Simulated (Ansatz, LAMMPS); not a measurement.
# Elastic response of glassy 81B2O3-19MgO (mol %) (137 atoms): runs compared

How stiff is glassy 81B2O3-19MgO (mol %) (137 atoms), and how do its levels respond to strain?

Computed with Ansatz 0.2.0: Kohn-Sham DFT, PBEsol, PAW (set soft_2), plane waves.

## Step 1: The cell as built

The cell holds 137 atoms: 50 B, 6 Mg and 81 O. Its edges and angles: a = 11.518 Å, b = 11.518 Å, c = 11.518 Å, α = 90.0°, β = 90.0°, γ = 90.0°. 137 atoms (50 B, 6 Mg, 81 O) placed at random at 2.03 g/cm³, melted at 3000 K for 20 ps at fixed volume with the Buckingham and Coulomb pair potential of Guillot and Sator (Geochim. Cosmochim. Acta 71, 1249 (2007)) with the boron terms of Wang et al. (J. Non-Cryst. Solids 498, 294 (2018)). Quenched from 3000 K to 300 K at 20 K/ps and fixed volume, held 10 ps at zero pressure.

What the set-up can't give: The quench rate of 20 K/ps is many orders above laboratory rates, so the cell is likely richer in defects and strain than a real sample. The starting topology of bonds comes from the classical model, and needn't be the one that DFT or experiment would give. Sampling is at Γ alone.

## Step 2: The reference run

The reference is a single point at the end of the relaxation.

Every strained cell starts from the geometry of this run, and its atoms are relaxed with the cell held.

Its input, with most atom lines left out:

```yaml
crystal:
  lattice:
    - [11.46125, -0.10353, 0.14117]
    - [-0.10353, 11.3421, 0.24868]
    - [0.14117, 0.24868, 10.99853]
  atoms:
    - { symbol: B, position: [0.60087, 0.45238, 0.2941] }
    - { symbol: B, position: [0.46539, 0.99244, 0.52413] }
    - { symbol: B, position: [0.09752, 0.65024, 0.23861] }
    - { symbol: B, position: [0.19347, 0.48437, 0.65721] }
    - { symbol: B, position: [0.61135, 0.94332, 0.70666] }
    - { symbol: B, position: [0.24491, 0.16283, 0.41547] }
    - { symbol: B, position: [0.65597, 0.24027, 0.29177] }
    [... atom lines 8 to 137 left out ...]
kpoints:
  mp_grid: { grid: [1, 1, 1] }
hamiltonian:
  xc: pbesol
scf:
  occupations: { method: gaussian, width: 0.05 }
output:
  forces: true
  stress: true
  populations: true
  dos:
    method: { smearing: { sigma: 0.15 } }
    de: 0.1
    projected: { site_lists: { B: [B], Mg: [Mg], O: [O] } }
  eigenvalues: true
  write_density: true
  write_potential: true
  volumetric_format: npy
```

```
free energy per atom   : -471.9256 eV/atom
r.m.s. force component : 0.00579 eV/Å
pressure               : -0.01334 GPa
```

Filled and empty levels are parted by 4.59 eV (at Γ alone); a semilocal functional tends to put such gaps too low. In a disordered cell it changes from sample to sample, and tail or defect levels can set it.

## Step 3: The runs

Each row is one run, on 4 threads of Intel Xeon Platinum 8559C (Emerald Rapids), shared host. The free energy is the program's total, comparable only between runs with the same functional, potentials and atoms.

```csv
run,atoms,outcome,"ionic steps, all passes",free energy (eV),time,host memory (GiB)
Single point at the start,137,converged,-,-64637.688,8.7 s,2.3
Cell and atoms relaxed,137,converged,62,-64653.810,8.8 min,2.4
Single point at the relaxed geometry,137,converged,-,-64653.810,13 s,2.2
Volume -3 %,137,converged,7,-64653.609,77 s,2.1
Volume +3 %,137,converged,8,-64653.631,87 s,2.2
Volume -6 %,137,converged,13,-64652.951,2.4 min,2.1
Volume +6 %,137,converged,11,-64653.113,2.2 min,2.3
Volume -10 %,137,converged,10,-64651.211,1.8 min,2.0
Stretched by 1 % along x,137,converged,5,-64653.763,57 s,2.2
Compressed by 1 % along x,137,converged,6,-64653.759,71 s,2.2
Sheared by 2 % in xy,137,converged,7,-64653.763,80 s,2.2
```

In some runs the program notes that the exchange-correlation potential is rough where the density is thin and the SCF threshold is loose for the stress.

## Step 4: Pressure against volume

Atoms are relaxed at each volume, in the scaled cell.

```csv
volume change (%),volume (Å³/atom),energy change (meV/atom),pressure (GPa),largest move on relaxing (Å),bonds,gap (eV)
-10,9.386,18.97,6.44,0.41,194,4.47
-6,9.803,6.27,3.46,0.27,193,4.53
-3,10.116,1.47,1.65,0.14,193,4.57
+0,10.428,0.00,-0.01,-,193,4.59
+3,10.741,1.30,-1.39,0.14,192,4.59
+6,11.054,5.09,-2.51,0.30,191,4.58
```

## Step 5: Uniaxial strain and shear

Stress (GPa, compression positive) less that of the relaxed cell, atoms relaxed:

```csv
strain,xx,yy,zz,xy,energy change (meV/atom)
stretched by 1 % along x,-1.168,-0.335,-0.366,-0.130,0.34
compressed by 1 % along x,1.221,0.321,0.412,0.127,0.37
sheared by 2 % in xy,-0.212,-0.099,0.061,-0.615,0.34
```

## Step 6: Findings

The bulk modulus, from the slope of pressure against ln V over the three points nearest the relaxed volume, is 50.7 GPa; a quadratic over all points gives a pressure derivative of about 4.4. The count of bonds runs from 191 to 194 over the series, so at some points contacts cross the cutoffs. The gap goes from 4.47 eV at the smallest volume to 4.58 eV at the largest, +0.7 eV per unit of ln V by a straight line, not monotonically (lowest 4.47, highest 4.59 eV), on the run's k-points. In the Cartesian axes of the cell, finite differences give C11 = 119, C12 = 32.8, C13 = 38.9 and C66 = 30.8 GPa (the shear of 2 % is the engineering strain, εxy = 0.01). The mean of C11, C12 and C13, which equals the bulk modulus in a cubic or isotropic solid, is 63.7 GPa: it lies 26 % over the bulk modulus from the volumes. For an isotropic solid C66 would equal (C11 − C12)/2 = 43.3 GPa; so small a sample needn't be isotropic, and C66 rests on one shear. With the bulk modulus and C66 as K and G, Young's modulus would be about 77 GPa and Poisson's ratio 0.25.

**Limits.** Strains are finite and relaxations stop at the force tolerance of the input, which can leave moduli too stiff; they are those of a static cell at zero temperature. Volumes are changed with the cell's shape held, so in an anisotropic solid the modulus lies over the one under free hydrostatic load. The program notes that the SCF threshold of the relaxations is loose for the stress.

The DFT runs together took 22 min of wall time.

[Logs are printed without paths, hosts, clocks, repeated set-up lines and the standing remarks that a program may print on its own settings, such as how far it seeks lower states.]

[Hosts, paths, dates, database ids (printed as entryN), source tags and the programs' standing remarks are cut or masked in the printed files.]
